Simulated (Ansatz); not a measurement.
# Work function of Mo(110): what the settings cost and change, part 2 of 2

Aim: the numerical settings behind the work function of Mo(110), with the cost of each.

Ansatz 0.2.0; plane-wave DFT, PBE, Ansatz PAW.

So far. Step 6 (Slab): The work function is 4.931 eV, +0.271 eV from the run “cutoff 420 eV”, at 0.050 times its CPU time. Step 7 (Run): The work function is 4.584 eV, -0.076 eV from the run “cutoff 420 eV”, at 0.13 times its CPU time.

**8. Slab**

File input.yaml:

```yaml
crystal:
  lattice:
    - [2.2273863607, -1.575, 0.0]
    - [2.2273863607, 1.575, 0.0]
    - [0.0, 0.0, 31.3643181644]
  atoms:
    - { symbol: Mo, position: [0.0, 0.0, 0.2869502838] }
    - { symbol: Mo, position: [0.5, 0.5, 0.3579668559] }
    - { symbol: Mo, position: [0.0, 0.0, 0.4289834279] }
    - { symbol: Mo, position: [0.5, 0.5, 0.5] }
    - { symbol: Mo, position: [0.0, 0.0, 0.5710165721] }
    - { symbol: Mo, position: [0.5, 0.5, 0.6420331441] }
    - { symbol: Mo, position: [0.0, 0.0, 0.7130497162] }
kpoints:
  mp_grid: { grid: [11, 11, 1] }
hamiltonian:
  xc: pbe
scf:
  occupations: { method: fermi_dirac, width: 0.1 }
  convergence: { dr2_threshold: 1.0e-09 }
efield:
  axis: 3
  dipole_correction: true
  ramp_position: 0.97
  ramp_width: 0.06
output:
  write_potential: true
  write_density: true
  volumetric_format: npy
```

Started as:

```console
> ansatz run input.yaml --threads 2 --pin off --max-ram 3072MiB --backend cpu --events-out ev --progress --plain --runs-dir out
```

Numbers of over 12 decimals in the logs are rounded to 6 here.

The log of the run:

```text
[...]
Crystal: 7 atoms, lattice volume = 220.060 Å³
Basis set: ecut = 420 eV, 4371 PW (Γ)
Bands: 59, of which v1, the nominal top of the filled ones, is band 49 counted from 1 (48 counted from 0)
Symmetry: 4 space group operations
k-points: 36 of 121
[...]
k-point 0: bands = [... 45 lower, 6.8662, 7.0475, 7.1830, 7.5720, 8.0532, 8.4238, 8.9017, 9.3553, ... 16 higher]
  k-point 1: bands = [... 45 lower, 6.8252, 7.0908, 7.2297, 7.6452, 7.8368, 8.3622, 8.6493, 8.8131, ... 16 higher]
  k-point 2: bands = [... 45 lower, 6.6242, 6.8777, 7.3012, 7.4491, 7.9274, 8.0464, 8.5454, 9.1098, ... 16 higher]
  k-point 35: bands = [... 45 lower, 8.2297, 8.9152, 9.1887, 9.2502, 9.4319, 9.5316, 9.7574, 10.0033, ... 16 higher]
[key lines of the parts left out:]
SCF converged after 9 iterations
Free energy (F): -34689.700038 eV
Fermi energy:    8.226713 eV
Dipole field:    D = -0.000000 V/Å  (p = -0.000000 e·Å, saw-weighted, corrected)
Work function:   Φ+ = 4.6462 eV   Φ− = 4.6462 eV
```

Elapsed: 44 s, on 2 threads of Intel Xeon 6975P-C (Granite Rapids), shared host; peak memory 0.88 GiB; 85 s of CPU time.

The work function is 4.646 eV, -0.014 eV from the run “cutoff 420 eV”, at 0.50 times its CPU time.

**9. Run**

input.yaml: that of step 8 with these lines changed.

```diff
@@ -14,3 +14,3 @@
 kpoints:
-  mp_grid: { grid: [11, 11, 1] }
+  mp_grid: { grid: [24, 24, 1] }
 hamiltonian:
```

The log of the run:

```text
[...]
Crystal: 7 atoms, lattice volume = 220.060 Å³
Basis set: ecut = 420 eV, 4371 PW (Γ)
Bands: 59, of which v1, the nominal top of the filled ones, is band 49 counted from 1 (48 counted from 0)
Symmetry: 4 space group operations
k-points: 157 of 576
[...]
k-point 0: bands = [... 45 lower, 6.8481, 7.0293, 7.1759, 7.5603, 8.0472, 8.4121, 8.8982, 9.3349, ... 16 higher]
  k-point 1: bands = [... 45 lower, 6.8717, 7.0869, 7.0919, 7.6316, 7.9378, 8.4899, 8.7485, 9.2688, ... 16 higher]
  k-point 2: bands = [... 45 lower, 6.8522, 7.0412, 7.1974, 7.6852, 7.7936, 8.4207, 8.6534, 8.8376, ... 16 higher]
  k-point 156: bands = [... 45 lower, 8.6016, 8.6772, 9.0686, 9.1540, 9.3419, 9.5128, 9.7173, 10.4837, ... 16 higher]
[key lines of the parts left out:]
SCF converged after 10 iterations
Free energy (F): -34689.721796 eV
Fermi energy:    8.223418 eV
Dipole field:    D = 0.000000 V/Å  (p = 0.000001 e·Å, saw-weighted, corrected)
Work function:   Φ+ = 4.6611 eV   Φ− = 4.6611 eV
```

Wall time 3.1 min (2 threads); peak memory 2.4 GiB; 6.2 min of CPU time.

The work function is 4.661 eV, +0.001 eV from the run “cutoff 420 eV”, at 2.2 times its CPU time.

**10. Slab**

input.yaml: that of step 9 with these lines changed.

```diff
@@ -14,3 +14,3 @@
 kpoints:
-  mp_grid: { grid: [24, 24, 1] }
+  mp_grid: { grid: [16, 16, 1] }
 hamiltonian:
@@ -18,3 +18,3 @@
 scf:
-  occupations: { method: fermi_dirac, width: 0.1 }
+  occupations: { method: gaussian, width: 0.05 }
   convergence: { dr2_threshold: 1.0e-09 }
```

The log of the run:

```text
[...]
Crystal: 7 atoms, lattice volume = 220.060 Å³
Basis set: ecut = 420 eV, 4371 PW (Γ)
Bands: 59, of which v1, the nominal top of the filled ones, is band 49 counted from 1 (48 counted from 0)
Symmetry: 4 space group operations
k-points: 73 of 256
[...]
k-point 0: bands = [... 45 lower, 6.8504, 7.0357, 7.1711, 7.5570, 8.0419, 8.4076, 8.8895, 9.3390, ... 6 higher]
  k-point 1: bands = [... 45 lower, 6.9070, 7.0120, 7.1396, 7.7035, 7.8152, 8.5697, 8.5835, 9.0570, ... 6 higher]
  k-point 2: bands = [... 45 lower, 6.6637, 7.1972, 7.2641, 7.5239, 7.8585, 8.1988, 8.2668, 8.9643, ... 6 higher]
  k-point 72: bands = [... 45 lower, 8.6011, 8.6782, 9.0627, 9.1436, 9.3359, 9.5098, 9.7163, 10.4773, ... 6 higher]
[key lines of the parts left out:]
SCF converged after 10 iterations
Free energy (F): -34689.645545 eV
Fermi energy:    8.222681 eV
Dipole field:    D = -0.000001 V/Å  (p = -0.000001 e·Å, saw-weighted, corrected)
Work function:   Φ+ = 4.6674 eV   Φ− = 4.6674 eV
```

Wall time 60 s (2 threads); peak memory 1.2 GiB.

The work function is 4.667 eV, +0.008 eV from the run “cutoff 420 eV”, at 0.69 times its CPU time.

**11. Run**

input.yaml: that of step 10 with these lines changed.

```diff
@@ -18,3 +18,3 @@
 scf:
-  occupations: { method: gaussian, width: 0.05 }
+  occupations: { method: methfessel_paxton, width: 0.2 }
   convergence: { dr2_threshold: 1.0e-09 }
```

The log of the run:

```text
[...]
Crystal: 7 atoms, lattice volume = 220.060 Å³
Basis set: ecut = 420 eV, 4371 PW (Γ)
Bands: 59, of which v1, the nominal top of the filled ones, is band 49 counted from 1 (48 counted from 0)
Symmetry: 4 space group operations
k-points: 73 of 256
[...]
k-point 0: bands = [... 45 lower, 6.8519, 7.0354, 7.1730, 7.5584, 8.0441, 8.4093, 8.8922, 9.3402, ... 16 higher]
  k-point 1: bands = [... 45 lower, 6.9086, 7.0142, 7.1409, 7.7051, 7.8175, 8.5714, 8.5866, 9.0589, ... 16 higher]
  k-point 2: bands = [... 45 lower, 6.6660, 7.1999, 7.2664, 7.5261, 7.8614, 8.2011, 8.2693, 8.9663, ... 16 higher]
  k-point 72: bands = [... 45 lower, 8.6022, 8.6794, 9.0648, 9.1465, 9.3392, 9.5119, 9.7174, 10.4796, ... 16 higher]
[key lines of the parts left out:]
SCF converged after 10 iterations
Free energy (F): -34689.644983 eV
Fermi energy:    8.230433 eV
Dipole field:    D = 0.000001 V/Å  (p = 0.000001 e·Å, saw-weighted, corrected)
Work function:   Φ+ = 4.6561 eV   Φ− = 4.6561 eV
```

Run time: 67 s. Hardware: 2 threads; peak memory 1.4 GiB; 2.2 min of CPU time.

The work function is 4.656 eV, -0.004 eV from the run “cutoff 420 eV”, at 0.78 times its CPU time.

**12. Slab**

input.yaml: that of step 11 with these lines changed.

```diff
@@ -18,3 +18,3 @@
 scf:
-  occupations: { method: methfessel_paxton, width: 0.2 }
+  occupations: { method: fermi_dirac, width: 0.3 }
   convergence: { dr2_threshold: 1.0e-09 }
```

The log of the run:

```text
band count auto-derived: 66 (N_el = 98.0; filled up to band 49; 59 by the electrons, moments and atoms)
[...]
Crystal: 7 atoms, lattice volume = 220.060 Å³
Basis set: ecut = 420 eV, 4371 PW (Γ)
Bands: 66, of which v1, the nominal top of the filled ones, is band 49 counted from 1 (48 counted from 0)
Symmetry: 4 space group operations
k-points: 73 of 256
[...]
k-point 0: bands = [... 45 lower, 6.8809, 7.0656, 7.1849, 7.5914, 8.0468, 8.4381, 8.9001, 9.3717, ... 30 higher]
  k-point 1: bands = [... 45 lower, 6.9348, 7.0305, 7.1693, 7.7353, 7.8220, 8.5952, 8.5984, 9.0752, ... 30 higher]
  k-point 2: bands = [... 45 lower, 6.6892, 7.2166, 7.2932, 7.5440, 7.8812, 8.2158, 8.2849, 8.9882, ... 30 higher]
  k-point 72: bands = [... 45 lower, 8.6292, 8.7066, 9.0878, 9.1745, 9.3579, 9.5391, 9.7458, 10.5072, ... 30 higher]
[key lines of the parts left out:]
SCF converged after 9 iterations
Free energy (F): -34690.516885 eV
Fermi energy:    8.183391 eV
Dipole field:    D = 0.000001 V/Å  (p = 0.000001 e·Å, saw-weighted, corrected)
Work function:   Φ+ = 4.6951 eV   Φ− = 4.6951 eV
```

The job ended after 83 s (2 threads; peak memory 1.6 GiB).

The work function is 4.695 eV, +0.035 eV from the run “cutoff 420 eV”, at 0.97 times its CPU time.

**13. Run**

input.yaml: that of step 12 with these lines changed.

```diff
@@ -18,3 +18,3 @@
 scf:
-  occupations: { method: fermi_dirac, width: 0.3 }
+  occupations: { method: cold, width: 0.1 }
   convergence: { dr2_threshold: 1.0e-09 }
```

The log of the run:

```text
[...]
Crystal: 7 atoms, lattice volume = 220.060 Å³
Basis set: ecut = 420 eV, 4371 PW (Γ)
Bands: 59, of which v1, the nominal top of the filled ones, is band 49 counted from 1 (48 counted from 0)
Symmetry: 4 space group operations
k-points: 73 of 256
[...]
k-point 0: bands = [... 45 lower, 6.8518, 7.0364, 7.1728, 7.5586, 8.0435, 8.4092, 8.8914, 9.3395, ... 6 higher]
  k-point 1: bands = [... 45 lower, 6.9083, 7.0140, 7.1411, 7.7052, 7.8170, 8.5713, 8.5856, 9.0586, ... 6 higher]
  k-point 2: bands = [... 45 lower, 6.6654, 7.1993, 7.2659, 7.5258, 7.8609, 8.2006, 8.2688, 8.9660, ... 6 higher]
  k-point 72: bands = [... 45 lower, 8.6025, 8.6801, 9.0647, 9.1460, 9.3382, 9.5117, 9.7179, 10.4794, ... 6 higher]
[key lines of the parts left out:]
SCF converged after 10 iterations
Free energy (F): -34689.643783 eV
Fermi energy:    8.231318 eV
Dipole field:    D = -0.000000 V/Å  (p = -0.000000 e·Å, saw-weighted, corrected)
Work function:   Φ+ = 4.6565 eV   Φ− = 4.6564 eV
```

The job ended after 36 s (2 threads; peak memory 1.2 GiB).

The work function is 4.656 eV, -0.003 eV from the run “cutoff 420 eV”, at 0.41 times its CPU time.

**14. The series together**

Times are for 2 threads of Intel Xeon 6975P-C (Granite Rapids), shared host. The runs compared:

```csv
no.,setting,"work function, upper face (eV)",time,memory (GiB)
1,cutoff 200 eV,4.830,34 s,0.67
2,cutoff 300 eV,4.662,53 s,0.95
3,cutoff 420 eV,4.660,87 s,1.3
4,cutoff 600 eV,4.660,2.6 min,2.0
5,mesh 3x3,4.931,5.3 s,0.48
6,mesh 5x5,4.584,12 s,0.56
7,mesh 11x11,4.646,44 s,0.88
8,mesh 24x24,4.661,3.1 min,2.4
9,Gaussian smearing 0.05 eV,4.667,60 s,1.2
10,methfessel_paxton smearing 0.2 eV,4.656,67 s,1.4
11,fermi_dirac smearing 0.3 eV,4.695,83 s,1.6
12,cold smearing 0.1 eV,4.656,36 s,1.2
```

**15. The same run with other settings**

An input spoilt on purpose, to show how the run answers: it repeats the earlier run “cutoff 200 eV” with efield.ramp_position from 0.97 to 0.475, and scf.max_iter set to 100; its output block differs too.

input.yaml: that of step 13 with these lines changed.

```diff
@@ -18,4 +18,5 @@
 scf:
-  occupations: { method: cold, width: 0.1 }
+  occupations: { method: fermi_dirac, width: 0.1 }
   convergence: { dr2_threshold: 1.0e-09 }
+  max_iter: 100
 efield:
@@ -23,4 +24,6 @@
   dipole_correction: true
-  ramp_position: 0.97
+  ramp_position: 0.475
   ramp_width: 0.06
+basis:
+  ecutwfc: "200 eV"
 output:
```

The log of the run:

```text
Warning: basis.ecutwfc = 200 eV is below the records' recommended 420 eV, and the density's cutoff is lower with it unless basis.ecutrho_ratio is high enough to keep the records' density cutoff: compare with a run at a higher cutoff
Engine: ansatz 0.2.0, x86_64-unknown-linux-gnu
Pseudopotentials: kind: paw
Pseudopotential: Mo, paw, valence charge 14, recommended cutoff 420 eV (normal), Mo.paw.azcp
Functional definition: PBE
  parameter kappa = 0.804
  parameter beta = 0.066725
  exchange = pbe_x(kappa = kappa, mu = beta*pi^2/3)
  correlation = pbe_c(beta = beta)
Crystal: 7 atoms, lattice volume = 220.060 Å³
Basis set: ecut = 200 eV, 1367 PW (Γ)
Bands: 59, of which v1, the nominal top of the filled ones, is band 49 counted from 1 (48 counted from 0)
Symmetry: 4 space group operations
k-points: 73 of 256
Non-local potential: Mo, projectors of the file, l = 0: 3, l = 1: 2, l = 2: 2, l = 3: 1
PAW form: soft (Blöchl's): semilocal exchange-correlation on the pseudo side does not see the compensation charge
PAW one-centre angular grid: Mo, 590 points (default); XC on 64 Gauss nodes
Initial density: superposition of atomic densities (neutral atoms: chi_scale 0, normalization atom), corrected by the library's trained network
Initial wavefunctions: pseudopotential atomic-orbital guess
Functional: x = pbe(κ = 0.804, μ = 0.219515), c = pbe(β = 0.066725)
Error: efield: ion 3 (Mo) at fractional coordinate 0.5000 along the field axis lies inside the sawtooth ramp with 2 of the planes that the density is read on at each end, [0.4617, 0.5483] — the ramp must sit in vacuum (an ion there feels the fictitious reversed slope); set or move the ramp (efield.ramp_position / ramp_width) or move the geometry
```

Wall time 0.2 s (2 threads); peak memory 0.34 GiB.

The program refused the input before any cycle.

The program's message: “Error: efield: ion 3 (Mo) at fractional coordinate 0.5000 along the field axis lies inside the sawtooth ramp with 2 of the planes that the density is read on at each end, [0.4617, 0.5483] — the ramp m …”

The fault put into the input: the ramp among the atoms.

**16. Results**

- work function, cutoff 420 eV: 4.660 eV
- work function, cutoff 600 eV: 4.660 eV
- work function, mesh 3x3: 4.931 eV
- work function, mesh 5x5: 4.584 eV

What this shows: The run at the highest cutoff gives 4.66 eV, and the settings tried spread the value from 4.58 to 4.93 eV. Against 600 eV, a cutoff of 200 eV is off by +0.170 eV. Against 600 eV, a cutoff of 420 eV is off by -0.000 eV. Against the finest mesh, 24 points along a, the coarser ones are off by +0.27 (3), -0.08 (5) and -0.01 (11) eV. The smearing schemes and widths spread it over 0.04 eV. The program marks the value as in doubt in “cutoff 200 eV”. The ladder's slabs use the tabulated experimental lattice constant (two decimals; a low-temperature value for the alkali metals). In 1 run of the series (cutoff 200 eV) the program warns that electrons reach the sawtooth's ramp, which makes dipole and work function less sure.

Calculation against experiment:

| quantity | measured | cutoff 600 eV |
| --- | --- | --- |
| work function (clean (110) face, a compiled value) (eV) | 4.95 | 4.66 (-0.29 eV) |

Measured values from arxiv:1902.07811 (2019).

Verdict: The work function is off by -0.29 eV: fair agreement. The grades are ours: good and fair within 3 and 7 % for the work function. No cell relaxation is part of this session.

[Logs are printed without paths, hosts, clocks, repeated set-up lines and the standing remarks that a program may print on its own settings, such as how far it seeks lower states.]

[Hosts, paths, dates, database ids (printed as entryN), source tags and the programs' standing remarks are cut or masked in the printed files.]

[Maps of the electrostatic potential energy from Ansatz leave out the sawtooth potential of an applied field or a dipole correction, so their vacuum need not be flat; planar profiles and work functions include it.]
